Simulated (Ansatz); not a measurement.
# Ta2O5 (Pmmn): G0W0 under other settings

A base run on Ta2O5 (Pmmn), then changed inputs.

Program: Ansatz 0.2.0. Level of theory: G0W0 on LDA, plane waves, PAW; PAW set soft_1. Results are calculated unless marked as measured.

This is a report of a sequence of runs, with most program output left out.

## 1. Starting point

The structure is orthorhombic, space group Pmmn (No. 59). The conventional cell has a = 3.841 Å, b = 13.037 Å, c = 3.874 Å, α = 90.00°, β = 90.00°, γ = 90.00°. Nearest to Ta lie 6 O at 1.88 to 2.21 Å. O has 3 Ta at 1.99 to 2.21 Å nearest. Nearest to O lie 2 Ta at 1.88 to 2.00 Å. O has 2 Ta at 1.90 Å nearest. Farther neighbours and most contacts between anions are not listed.

The cell and positions are those that the Materials Project relaxed with its own functionals (PBE, PBE+U or r2SCAN), kept fixed. Spin-orbit coupling is left out unless a step names it.

## 2. The base run: 4×2×4 mesh, 440 empty bands, screening to 100 eV, PAW set soft_1 files

Now the one-shot GW correction: screening in the RPA, then the self-energy of the levels asked for. This step takes PAW set soft_1 files.

input.yaml reads:

```yaml
crystal:
  lattice:
    - [3.84085413, 0.0, 0.0]
    - [0.0, 13.0373230544, 0.0]
    - [0.0, 0.0, 3.8741645114]
  atoms:
    - { symbol: Ta, position: [0.0, 0.14579693, 0.02271197] }
    - { symbol: Ta, position: [0.5, 0.35420307, 0.97728803] }
    - { symbol: Ta, position: [0.5, 0.64579693, 0.97728803] }
    - { symbol: Ta, position: [0.0, 0.85420307, 0.02271197] }
    - { symbol: O, position: [0.5, 0.18522554, 0.00205837] }
    - { symbol: O, position: [0.0, 0.31477446, 0.99794163] }
    - { symbol: O, position: [0.0, 0.68522554, 0.99794163] }
    - { symbol: O, position: [0.5, 0.81477446, 0.00205837] }
    - { symbol: O, position: [0.0, 0.85107074, 0.50764741] }
    - { symbol: O, position: [0.5, 0.64892926, 0.49235259] }
    - { symbol: O, position: [0.5, 0.35107074, 0.49235259] }
    - { symbol: O, position: [0.5, 0.5, 0.99500122] }
    - { symbol: O, position: [0.0, 0.0, 0.00499878] }
    - { symbol: O, position: [0.0, 0.14892926, 0.50764741] }
kpoints:
  mp_grid: { grid: [4, 2, 4] }
hamiltonian:
  xc: lda
  pseudopotentials: { kind: paw, azcp: { folder: soft_1 }, xc_functional: pbe }
scf:
  occupations: { method: fixed }
gw:
  n_empty_bands: 440
  ecut_chi: 100
  qp_bands: [v4, c4]
  qp_kpoints: band_edges
  screening: { model: contour_deformation }
```

Run with:

```console
$ ansatz run input.yaml --threads 2 --pin off --max-ram 92160MiB --backend cuda --events-out ev --progress --plain --runs-dir out --devices 1 --max-vram 13GiB
```

Wall time 42 s (1 × NVIDIA H100 80GB HBM3 (shared by 6 runs) with 2 threads of AMD EPYC 7R13 (Zen 3), shared host); peak memory 2.3 GiB.

Numbers from this step:

| Quantity | Value |
| --- | --- |
| bands summed | 496 |
| RPA ε∞ on this mesh (eigenvalues) | 4.636, 4.876, 7.069 |
| plane waves in the screening matrix | 433 |
| q-points in the mesh | 32 |
| G0W0 gap on the mesh | 3.643 eV |
| k of the valence top | -0.5, -0.5, -0.5 |
| k of the conduction bottom | 0, 0, 0 |
| starting gap on the mesh | 2.214 eV |
| Z at the valence top | 0.7317 |
| Z at the conduction bottom | 0.7959 |
| least direct G0W0 gap on the computed points | 4.316 eV |

The gap on the mesh goes from 2.21 eV to 3.64 eV, a correction of +1.43 eV. Between the two edge states, bare exchange in place of the xc potential would open the gap by 10.71 eV, and correlation takes back 9.28 eV.

## 3. Variant: low screening cutoff

input.yaml, as its differences from that of step 2:

```diff
@@ -28,4 +28,4 @@
 gw:
-  n_empty_bands: 440
-  ecut_chi: 100
+  n_empty_bands: 579
+  ecut_chi: 25
   qp_bands: [v4, c4]
```

Elapsed: 79 s, on 1 × NVIDIA H100 80GB HBM3 (shared by 6 runs) with 2 threads; peak memory 2.2 GiB; 1.9 min of CPU time.

Against the base:

```
              setting  base  variant
          empty bands   440      579
screening cutoff (eV)   100       25
```

```
                                    quantity  variant   base
                    starting gap on the mesh    2.214  2.214
                        G0W0 gap on the mesh    4.223  3.643
least direct G0W0 gap on the computed points    4.819  4.316
                        Z at the valence top    0.766  0.732
                  Z at the conduction bottom    0.807  0.796
```

## 4. Variant: larger pair-density box

input.yaml, as its differences from that of step 3:

```diff
@@ -28,4 +28,4 @@
 gw:
-  n_empty_bands: 579
-  ecut_chi: 25
+  n_empty_bands: 440
+  ecut_chi: 100
   qp_bands: [v4, c4]
@@ -33 +33,2 @@
   screening: { model: contour_deformation }
+  ecutfock_ratio: 2
```

Elapsed: 71 s, on 1 × NVIDIA H100 80GB HBM3 (shared by 6 runs) with 2 threads; peak memory 2.3 GiB.

The G0W0 gap on the mesh is 3.643 eV.

Against the base:

```
       setting  base  variant
ecutfock ratio     -        2
```

```
                                    quantity  variant   base
                    starting gap on the mesh    2.214  2.214
                        G0W0 gap on the mesh    3.643  3.643
least direct G0W0 gap on the computed points    4.316  4.316
                        Z at the valence top    0.732  0.732
                  Z at the conduction bottom    0.796  0.796
```

## 5. Summary of results

| Item | Value |
| --- | --- |
| base | 3.64 eV, 42 s |
| low screening cutoff | 4.22 eV, 79 s |
| larger pair-density box | 3.64 eV, 71 s |

**Reading.** Low screening cutoff: the gap moves by +0.58 eV; such settings are too crude to quote. The variant differs from the base in empty bands and screening cutoff together, so the change can't be laid to one of them. Larger pair-density box: the gap moves by +0.00 eV. All runs here use a coarse mesh and modest cutoffs; they test settings and are not final values. The 4×2×4 mesh is coarse for this cell (its supercell is 15 Å along the shortest edge). The RPA ε∞ on it, from the LDA start, is 4.64, 4.88 and 7.07; such meshes misread the long-range screening, most where the gap is narrow. The many-body steps are scalar-relativistic: spin-orbit coupling is not in them.

[Paths, hosts, dates, memory and timing lines, banners, echoed tables and standing remarks are left out of the program output.]

[Logs are printed without paths, hosts, clocks, repeated set-up lines and the standing remarks that a program may print on its own settings, such as how far it seeks lower states.]

[Runs of the session that timed out or met a known fault of the program may be left out.]

[Cells called generated may have been cut or substituted from an entry of the Crystallography Open Database or the Materials Project.]

[Hosts, paths, dates, database ids (printed as entryN), source tags and the programs' standing remarks are cut or masked in the printed files.]
